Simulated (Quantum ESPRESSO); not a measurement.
# NaF (Villiaumite): phonons by linear response, part 2 of 5

How does NaF (Villiaumite) vibrate, and is this structure a minimum?

Quantum ESPRESSO 7.5; DFT LDA, scalar-relativistic, plane waves, PseudoDojo norm-conserving pseudopotentials.

So far. Step 2 (A probe with smearing): A gap of 6.0 eV opens on this mesh, so the crystal is taken as an insulator; the start stands at -4.5 GPa. Step 4 (Ground state): The cell stands at -0.0070 GPa, close enough for phonons.

## Step 5: Phonons on a q mesh

Linear response treats each wavevector in the unit cell, with no supercell; the 4×4×4 mesh fixes the range of the force constants to be had.

Contents of ph.in:

```
phonons
&inputph
   prefix = 'x'
   outdir = './tmp'
   fildyn = 'x.dyn'
   tr2_ph = 1.0d-18
   epsil = .true.
   ldisp = .true.
   nq1 = 4
   nq2 = 4
   nq3 = 4
/
```

Launch:

```console
> OMP_NUM_THREADS=1 mpirun -n 4 ph.x -nk 4 -in ph.in > ph.out
```

The program printed:

```text
[banners, grids and lines that vanish by symmetry left out]
[banner, memory and clock lines left out]
Program PHONON v.7.5

[...]
(   1   4   0   0   0   0   0)
[...]
(   8 q-points):
[...]
kinetic-energy cut-off    =      97.0000  Ry
     charge density cut-off    =     388.0000  Ry
     convergence threshold     =      1.0E-18
[...]
(   1   4   0   0   0   0   0)
[...]
q = (   0.0000000   0.0000000   0.0000000 )
     49 Sym.Ops. (with q -> -q+G )
     G cutoff =  355.6913  (  19795 G-vectors)     FFT grid: ( 40, 40, 40)
     number of k points=    29
[...]
Mode symmetry, O_h (m-3m)  point group:
     Dielectric constant
[...]
End of electric fields calculation
          Dielectric constant in cartesian axis
          (       1.930666975      -0.000000000       0.000000000 )
          (      -0.000000000       1.930666975       0.000000000 )
          (       0.000000000       0.000000000       1.930666975 )
          Effective charges (d Force / dE) in cartesian axis without acoustic sum rule applied (asr)
           atom    1  Na    Mean Z*:        0.99905
      Ex  (        0.99905        0.00000        0.00000 )
      Ey  (        0.00000        0.99905       -0.00000 )
      Ez  (        0.00000       -0.00000        0.99905 )
           atom    2  F     Mean Z*:       -0.99842
      Ex  (       -0.99842        0.00000        0.00000 )
      Ey  (        0.00000       -0.99842       -0.00000 )
      Ez  (        0.00000       -0.00000       -0.99842 )
          Effective charges Sum: Mean:        0.00063
[...]
Effective charges (d Force / dE) in cartesian axis with asr applied:
           atom    1  Na    Mean Z*:        0.99874
[...]
atom    2  F     Mean Z*:       -0.99874
[...]
Representation #   1 modes #   1   2   3
[...]
End of self-consistent calculation
     Convergence has been achieved
     Representation #   2 modes #   4   5   6
[...]
End of self-consistent calculation
     Convergence has been achieved
[...]
Dielectric constant in cartesian axis
          (       1.930666975      -0.000000000       0.000000000 )
          (      -0.000000000       1.930666975       0.000000000 )
          (       0.000000000       0.000000000       1.930666975 )
          Effective charges (d Force / dE) in cartesian axis without acoustic sum rule applied (asr)
           atom    1  Na    Mean Z*:        0.99905
      Ex  (        0.99905        0.00000        0.00000 )
      Ey  (        0.00000        0.99905       -0.00000 )
      Ez  (        0.00000       -0.00000        0.99905 )
           atom    2  F     Mean Z*:       -0.99842
      Ex  (       -0.99842        0.00000        0.00000 )
      Ey  (        0.00000       -0.99842       -0.00000 )
      Ez  (        0.00000       -0.00000       -0.99842 )
          Effective charges Sum: Mean:        0.00063
[...]
Effective charges (d Force / dE) in cartesian axis with asr applied:
           atom    1  Na    Mean Z*:        0.99874
[...]
atom    2  F     Mean Z*:       -0.99874
[...]
Effective charges (d P / du) in cartesian axis
[...]
q = (    0.000000000   0.000000000   0.000000000 )
     freq (    1) =       0.104163 [THz] =       3.474494 [cm-1]
     freq (    2) =       0.104163 [THz] =       3.474494 [cm-1]
     freq (    3) =       0.104163 [THz] =       3.474494 [cm-1]
     freq (    4) =       8.276557 [THz] =     276.076240 [cm-1]
     freq (    5) =       8.276557 [THz] =     276.076240 [cm-1]
     freq (    6) =       8.276557 [THz] =     276.076240 [cm-1]
     Mode symmetry, O_h (m-3m)  point group:
     freq (   1-   3) =          3.5  [cm-1]   --> T_1u G_15  G_4- I
     freq (   4-   6) =        276.1  [cm-1]   --> T_1u G_15  G_4- I
[...]
Mode symmetry, C_3v (3m)   point group:
[...]
Representation #   1 mode #   1
[...]
End of self-consistent calculation
     Convergence has been achieved
     Representation #   2 mode #   2
[...]
End of self-consistent calculation
     Convergence has been achieved
     Representation #   3 modes #   3   4
     Convergence has been achieved
     Representation #   4 modes #   5   6
     Convergence has been achieved
[...]
q = (   -0.176776695   0.176776695  -0.176776695 )
     freq (    1) =       3.555084 [THz] =     118.584833 [cm-1]
     freq (    2) =       3.555084 [THz] =     118.584833 [cm-1]
     freq (    3) =       5.322233 [THz] =     177.530596 [cm-1]
     freq (    4) =       7.819206 [THz] =     260.820630 [cm-1]
     freq (    5) =       7.819206 [THz] =     260.820630 [cm-1]
     freq (    6) =      12.053861 [THz] =     402.073533 [cm-1]
     Mode symmetry, C_3v (3m)   point group:
     freq (   1-   2) =        118.6  [cm-1]   --> E    L_3
     freq (   3-   3) =        177.5  [cm-1]   --> A_1  L_1
     freq (   4-   5) =        260.8  [cm-1]   --> E    L_3
     freq (   6-   6) =        402.1  [cm-1]   --> A_1  L_1
[...]
Mode symmetry, D_3d (-3m)  point group:
[...]
Representation #   1 mode #   1
     Convergence has been achieved
     Representation #   2 modes #   2   3
     Convergence has been achieved
     Representation #   3 mode #   4
     Convergence has been achieved
     Representation #   4 modes #   5   6
     Convergence has been achieved
[...]
q = (    0.353553391  -0.353553391   0.353553391 )
     freq (    1) =       5.921635 [THz] =     197.524466 [cm-1]
     freq (    2) =       5.921635 [THz] =     197.524466 [cm-1]
[...]
Mode symmetry, D_3d (-3m)  point group:
     freq (   1-   2) =        197.5  [cm-1]   --> E_u  L_3'
     freq (   3-   4) =        221.0  [cm-1]   --> E_g  L_3
     freq (   5-   5) =        316.9  [cm-1]   --> A_2u L_2'
     freq (   6-   6) =        321.0  [cm-1]   --> A_1g L_1
[...]
Mode symmetry, C_4v (4mm)  point group:
[...]
Convergence has been achieved
     Convergence has been achieved
     Convergence has been achieved
     Convergence has been achieved
[...]
q = (    0.000000000   0.353553391   0.000000000 )
[...]
Mode symmetry, C_4v (4mm)  point group:
     freq (   1-   2) =        102.5  [cm-1]   --> E    G_5 D_5
     freq (   3-   3) =        218.8  [cm-1]   --> A_1  G_1 D_1
     freq (   4-   5) =        283.4  [cm-1]   --> E    G_5 D_5
     freq (   6-   6) =        358.8  [cm-1]   --> A_1  G_1 D_1
[...]
Mode symmetry, C_s (m)     point group:
[...]
q = (    0.530330086  -0.176776695   0.530330086 )
[...]
Mode symmetry, C_s (m)     point group:
     freq (   1-   1) =        159.2  [cm-1]   --> A''
     freq (   2-   2) =        205.7  [cm-1]   --> A'
     freq (   3-   3) =        244.3  [cm-1]   --> A'
     freq (   4-   4) =        266.9  [cm-1]   --> A''
     freq (   5-   5) =        286.0  [cm-1]   --> A'
     freq (   6-   6) =        316.3  [cm-1]   --> A'
[...]
Mode symmetry, C_2v (mm2)  point group:
[...]
q = (    0.353553391   0.000000000   0.353553391 )
[...]
Mode symmetry, C_2v (mm2)  point group:
     freq (   1-   1) =        168.6  [cm-1]   --> B_2  D_4  S_4
     freq (   2-   2) =        195.7  [cm-1]   --> B_1  D_3  S_3
     freq (   3-   3) =        222.8  [cm-1]   --> B_1  D_3  S_3
     freq (   4-   4) =        249.9  [cm-1]   --> A_1  D_1  S_1
     freq (   5-   5) =        292.1  [cm-1]   --> B_2  D_4  S_4
     freq (   6-   6) =        336.1  [cm-1]   --> A_1  D_1  S_1
[...]
Mode symmetry, D_4h(4/mmm) point group:
[...]
Convergence has been achieved
     Convergence has been achieved
     Convergence has been achieved
     Convergence has been achieved
[...]
q = (    0.000000000  -0.707106781   0.000000000 )
[...]
freq (    5) =       8.710506 [THz] =     290.551214 [cm-1]
     freq (    6) =       9.328272 [THz] =     311.157651 [cm-1]
     Mode symmetry, D_4h(4/mmm) point group:
     freq (   1-   2) =        144.3  [cm-1]   --> E_u  X_5' M_5'
     freq (   3-   3) =        265.6  [cm-1]   --> A_2u X_4' M_4'
     freq (   4-   5) =        290.6  [cm-1]   --> E_u  X_5' M_5'
     freq (   6-   6) =        311.2  [cm-1]   --> A_2u X_4' M_4'
[...]
Mode symmetry, D_2d (-42m) point group:
[...]
Representation #   1 mode #   1
     Convergence has been achieved
     Representation #   2 mode #   2
     Convergence has been achieved
     Representation #   3 modes #   3   4
[...]
End of self-consistent calculation
     Convergence has been achieved
     Representation #   4 modes #   5   6
[...]
End of self-consistent calculation
     Convergence has been achieved
[...]
q = (   -0.353553391  -0.707106781   0.000000000 )
     freq (    1) =       6.435552 [THz] =     214.666899 [cm-1]
     freq (    2) =       6.435552 [THz] =     214.666899 [cm-1]
     freq (    3) =       6.782505 [THz] =     226.240028 [cm-1]
     freq (    4) =       7.492094 [THz] =     249.909367 [cm-1]
     freq (    5) =       9.013733 [THz] =     300.665769 [cm-1]
     freq (    6) =       9.013733 [THz] =     300.665769 [cm-1]
     Mode symmetry, D_2d (-42m) point group:
     freq (   1-   2) =        214.7  [cm-1]   --> E    X_5  W_3
     freq (   3-   3) =        226.2  [cm-1]   --> B_2  X_3  W_2
     freq (   4-   4) =        249.9  [cm-1]   --> A_1  X_1  W_1
     freq (   5-   6) =        300.7  [cm-1]   --> E    X_5  W_3
```

It took 48 min on 4 MPI ranks of Intel Xeon at 2.50GHz (Skylake/Cascade Lake), shared host; peak memory of a rank 0.09 GiB; 3.1 h of CPU time.

Numbers from this step:

| Quantity | Value |
| --- | --- |
| miss of the charge sum rule | 6.30e-4 e |
| largest acoustic frequency at the zone centre before the sum rule | 3.47 cm⁻¹ |
| highest optical zone-centre mode (no LO-TO term) | 276.1 cm⁻¹ |
| lowest optical zone-centre mode | 276.1 cm⁻¹ |
| mean high-frequency dielectric constant | 1.931 |
| largest Born charge in size (third of the trace) | 0.999 e |
| lowest mode on the q mesh (acoustic ones at the zone centre apart) | 102.5 cm⁻¹ |

Frequencies (cm⁻¹) at each irreducible wavevector; negative means imaginary. Frequencies by wavevector:

| q (fractions) | star | mode 1 | mode 2 | mode 3 | mode 4 | mode 5 | mode 6 |
| --- | --- | --- | --- | --- | --- | --- | --- |
| 0 0 0 | 1 | 3.5 | 3.5 | 3.5 | 276.1 | 276.1 | 276.1 |
| 0 0 0.25 | 8 | 118.6 | 118.6 | 177.5 | 260.8 | 260.8 | 402.1 |
| 0 0 -0.5 | 4 | 197.5 | 197.5 | 221 | 221 | 316.9 | 321 |
| 0 0.25 0.25 | 6 | 102.5 | 102.5 | 218.8 | 283.4 | 283.4 | 358.8 |
| 0 0.25 -0.5 | 24 | 159.2 | 205.7 | 244.3 | 266.9 | 286 | 316.3 |
| 0 0.25 -0.25 | 12 | 168.6 | 195.7 | 222.8 | 249.9 | 292.1 | 336.1 |
| 0 -0.5 -0.5 | 3 | 144.3 | 144.3 | 265.6 | 290.6 | 290.6 | 311.2 |
| 0.25 -0.5 -0.25 | 6 | 214.7 | 214.7 | 226.2 | 249.9 | 300.7 | 300.7 |

Born charge (rows field, columns displacement), before the sum rule (e), principal values of the symmetric part by kind of site:

| atom | atoms with these values | low | middle | high | mean |
| --- | --- | --- | --- | --- | --- |
| Na1 | 1 | 0.9990 | 0.9990 | 0.9990 | 0.9990 |
| F2 | 1 | -0.9984 | -0.9984 | -0.9984 | -0.9984 |

In full for Na1:

```
0.9990 0.0000 0.0000
0.0000 0.9990 0.0000
0.0000 0.0000 0.9990
```

High-frequency dielectric tensor:

```
1.93 0.00 0.00
0.00 1.93 0.00
0.00 0.00 1.93
```

The acoustic modes at Γ come out as far as 3.5 cm⁻¹ from zero, where they should vanish, a small numerical error; the Born charges miss their sum rule by 6.3e-4 e, which is good.

## Step 6: Force constants in real space

The dynamical matrices of the mesh are Fourier-transformed to force constants in real space, after the long-range dipole part is taken out.

Contents of q2r.in:

```
&input
   fildyn = 'x.dyn'
   zasr = 'simple'
   flfrc = 'x.fc'
/
```

Launch:

```console
> q2r.x < q2r.in > q2r.out
```

The program printed:

```text
[banners, grids and lines that vanish by symmetry left out]
[banner, memory and clock lines left out]
Program Q2R v.7.5

  reading grid info from file x.dyn0

  reading force constants from file x.dyn1
 macroscopic fields = T
   1.93067  -0.00000   0.00000
  -0.00000   1.93067   0.00000
[...]
na=            1
[...]
na=            2
[...]
0.00000  -0.99842  -0.00000
   0.00000  -0.00000  -0.99842
  alpha Ewald:   0.916730
  nqs=            1
 q=   0.00000000  0.00000000  0.00000000
  reading force constants from file x.dyn2
  alpha Ewald:   0.916730
  nqs=            8
 q=  -0.17677670  0.17677670 -0.17677670
[...]
reading force constants from file x.dyn7
  alpha Ewald:   0.916730
  nqs=            3
[...]
reading force constants from file x.dyn8
  alpha Ewald:   0.916730
  nqs=            6
[...]
q=  -0.70710678 -0.35355339  0.00000000
 q=  -0.00000000 -0.35355339 -0.70710678

      q-space grid ok, #points =   64

      fft-check warning: sum of imaginary terms = 2.476435E-09
```

It took 0.84 s on 1 thread; peak memory 0.05 GiB.

## Step 7: Interpolated phonon bands

From the force constants any wavevector is cheap; points of the mesh come back as solved, but for the sum rule and, in polar crystals, the LO-TO term at Γ; the rest is interpolation.

Contents of matdyn.in:

```
&input
   asr = 'simple'
   flfrc = 'x.fc'
   flfrq = 'x.freq'
   flvec = 'x.modes'
   q_in_band_form = .true.
   q_in_cryst_coord = .true.
/
8
  0.0000000   0.0000000   0.0000000  12  ! GAMMA
  0.0000000   0.5000000   0.5000000  12  ! X
  0.0000000   0.6250000   0.3750000   1  ! U
 -0.3750000   0.3750000   0.0000000  12  ! K
  0.0000000   0.0000000   0.0000000  12  ! GAMMA
  0.0000000   0.5000000   0.0000000  12  ! L
 -0.2500000   0.5000000   0.2500000  12  ! W
  0.0000000   0.5000000   0.5000000   1  ! X
```

Launch:

```console
> matdyn.x -in matdyn.in > matdyn.out
```

The program printed:

```text
[banner, memory and clock lines left out]
Program MATDYN v.7.5

 mass for atomic type   1 not given; uses mass from file x.fc
 mass for atomic type   2 not given; uses mass from file x.fc
```

The job ended after 0.81 s (1 thread; peak memory 0.05 GiB).

Numbers from this step:

| Quantity | Value |
| --- | --- |
| lowest frequency on the path | 0 cm⁻¹ |

Matdyn.x, sum rule simple. The phonon branches at the labelled points (cm⁻¹):

| point | branch 1 | branch 2 | branch 3 | branch 4 | branch 5 | branch 6 |
| --- | --- | --- | --- | --- | --- | --- |
| Γ | 0 | 0 | 0 | 276 | 276 | 428 |
| halfway | 102 | 102 | 219 | 283 | 283 | 359 |
| X | 144 | 144 | 266 | 290 | 290 | 311 |
| halfway | 150 | 169 | 259 | 285 | 292 | 310 |
| U | 166 | 223 | 239 | 268 | 292 | 305 |
| jump to K | 166 | 223 | 239 | 268 | 292 | 305 |
| halfway | 126 | 157 | 206 | 241 | 286 | 376 |
| Γ | 0 | 0 | 0 | 276 | 276 | 428 |
| halfway | 118 | 118 | 178 | 261 | 261 | 402 |
| L | 198 | 198 | 221 | 221 | 317 | 321 |
| halfway | 193 | 200 | 247 | 255 | 293 | 307 |
| W | 215 | 215 | 226 | 250 | 301 | 301 |
| halfway | 168 | 178 | 252 | 279 | 294 | 308 |
| X | 144 | 144 | 266 | 290 | 290 | 311 |

The phonon branches as a text plot (rows in cm⁻¹):

```
    419 |***                       ********
    401 |   **                    *        **
    384 |     *                 **           **
    366 |      *               *               *
    348 |                                       *
    330 |       *             *
    312 |        *********   *                   ******     *****
    294 |        ****************                    ************
    277 |******** ***   **  *    **********     *            **
    259 |        *   **** ** *   ***       *** *     ******** ***
    241 |       *        *  * * *             ***   *** **  **
    223 |      *          ** ***              *  ****     **
    205 |                *  **  *            *   ********* **
    187 |     *         *   **** *              *  ****     **
    169 |              * ***  *             *  *             **
    152 |    *      *****      ** *        *  *                **
    134 |        ***            **           *
    116 |   *   *                 **      * *
     98 |      *                 *       * *
     80 |  * **                   ***     *
     62 |   *                      **   **
     45 | **                        *** *
     27 | *                          **
      9 |*                             *
         Γ           X  U|K            Γ         L        W     X
```

All branches are real along the path.

## Step 8: Density of states

Sums over the zone need many more wavevectors than were solved, so the interpolation is sampled on a dense mesh.

Contents of matdyn.in:

```
&input
   asr = 'simple'
   flfrc = 'x.fc'
   dos = .true.
   fldos = 'x.dos'
   nk1 = 17
   nk2 = 17
   nk3 = 17
   deltaE = 1.0
/
```

Launch:

```console
> matdyn.x -in matdyn.in > matdyn.out
```

The program printed:

```text
[banner, memory and clock lines left out]
Program MATDYN v.7.5

 mass for atomic type   1 not given; uses mass from file x.fc
 mass for atomic type   2 not given; uses mass from file x.fc
```

Elapsed: 12 s, on 1 thread; peak memory 0.07 GiB.

This step gave:

```yaml
share_of_imaginary_modes_on_the_dense_interpolated_mesh: 0
zero_point_energy_per_atom: 44.68 meV
heat_capacity_at_300_k: 22.21 J/(mol atoms K)
vibrational_entropy_at_300_k: 24.06 J/(mol atoms K)
```

The phonon density of states has structure finer than the step of the table below, so its rows give means over 10 cm⁻¹. Peaks (cm⁻¹: height): total 200.0: 0.0317, 244.0: 0.0394, 292.0: 0.0676, 306.0: 0.0423; F 188.0: 0.00878, 242.0: 0.0221, 292.0: 0.0355, 306.0: 0.0329; Na 188.0: 0.0210, 200.0: 0.0254, 244.0: 0.0177, 292.0: 0.0321, 302.0: 0.0111.

Tetrahedra. Phonon density of states against wavenumber; means over each step; values in 1/cm⁻¹/cell:

| wavenumber (cm⁻¹) | total | F | Na |
| --- | --- | --- | --- |
| 10 | 1.4e-5 | 6.0e-6 | 6.5e-6 |
| 20 | 5.3e-5 | 2.2e-5 | 2.8e-5 |
| 30 | 2.9e-4 | 1.3e-4 | 1.6e-4 |
| 40 | 5.4e-4 | 2.4e-4 | 2.9e-4 |
| 50 | 9.4e-4 | 4.2e-4 | 5.2e-4 |
| 60 | 0.00144 | 6.5e-4 | 8.0e-4 |
| 70 | 0.00199 | 8.9e-4 | 0.00110 |
| 80 | 0.00280 | 0.00125 | 0.00156 |
| 90 | 0.00364 | 0.00160 | 0.00203 |
| 100 | 0.00475 | 0.00208 | 0.00267 |
| 110 | 0.00607 | 0.00263 | 0.00344 |
| 120 | 0.00777 | 0.00332 | 0.00445 |
| 130 | 0.00989 | 0.00416 | 0.00573 |
| 140 | 0.0134 | 0.00555 | 0.00785 |
| 150 | 0.0181 | 0.00736 | 0.0108 |
| 160 | 0.0197 | 0.00776 | 0.0120 |
| 170 | 0.0212 | 0.00791 | 0.0133 |
| 180 | 0.0243 | 0.00822 | 0.0161 |
| 190 | 0.0273 | 0.00776 | 0.0195 |
| 200 | 0.0258 | 0.00580 | 0.0200 |
| 210 | 0.0185 | 0.00507 | 0.0134 |
| 220 | 0.0124 | 0.00549 | 0.00689 |
| 230 | 0.0281 | 0.0201 | 0.00802 |
| 240 | 0.0358 | 0.0212 | 0.0146 |
| 250 | 0.0293 | 0.0160 | 0.0133 |
| 260 | 0.0380 | 0.0202 | 0.0177 |
| 270 | 0.0416 | 0.0206 | 0.0211 |
| 280 | 0.0447 | 0.0240 | 0.0206 |
| 290 | 0.0520 | 0.0279 | 0.0242 |
| 300 | 0.0254 | 0.0166 | 0.00876 |
| 310 | 0.0243 | 0.0187 | 0.00561 |
| 320 | 0.0109 | 0.00782 | 0.00311 |
| 330 | 0.00909 | 0.00587 | 0.00322 |
| 340 | 0.00738 | 0.00446 | 0.00291 |
| 350 | 0.00643 | 0.00374 | 0.00269 |
| 360 | 0.00566 | 0.00322 | 0.00244 |
| 370 | 0.00504 | 0.00282 | 0.00222 |
| 380 | 0.00442 | 0.00245 | 0.00197 |
| 390 | 0.00380 | 0.00210 | 0.00171 |
| 400 | 0.00318 | 0.00175 | 0.00144 |
| 410 | 0.00248 | 0.00136 | 0.00112 |
| 420 | 0.00154 | 8.4e-4 | 7.0e-4 |

Harmonic thermodynamic functions per atom, summed over the density of states scaled to three modes an atom; melting is ignored. Thermodynamic functions:

| T (K) | F_vib (meV/atom) | S (J/mol-atom/K) | C_V (J/mol-atom/K) |
| --- | --- | --- | --- |
| 0 | 44.68 | 0 | 0 |
| 50 | 44.58 | 0.777 | 2.454 |
| 100 | 43.22 | 4.944 | 10.55 |
| 200 | 32.49 | 15.56 | 19.39 |
| 300 | 11.76 | 24.06 | 22.21 |
| 400 | -16.71 | 30.62 | 23.35 |
| 500 | -51.27 | 35.9 | 23.9 |
| 600 | -90.82 | 40.29 | 24.21 |
| 700 | -134.6 | 44.04 | 24.41 |
| 800 | -181.9 | 47.3 | 24.53 |
| 900 | -232.5 | 50.2 | 24.61 |
| 1000 | -285.9 | 52.79 | 24.68 |

At 300 K the heat capacity has reached 89 % of the Dulong-Petit value.

(Continued in part 3 of 5.)

[Long decimals in the printed logs are rounded to 6 places.]

[Host names, launcher messages, clock columns and parts of forces and stress are left out of these logs.]

[Logs are printed without paths, hosts, clocks, repeated set-up lines and the standing remarks that a program may print on its own settings, such as how far it seeks lower states.]

[Hosts, paths, dates, database ids (printed as entryN), source tags and the programs' standing remarks are cut or masked in the printed files.]

[Where Elk ran, warnings of its patched build on accuracy (core leakage, angular cutoffs, spin-orbit splittings, empty states, lower magnetic states) are left out.]

[Sessions in which a second program contradicted a gradient-corrected response are left out of this set, so agreement between programs is selected.]
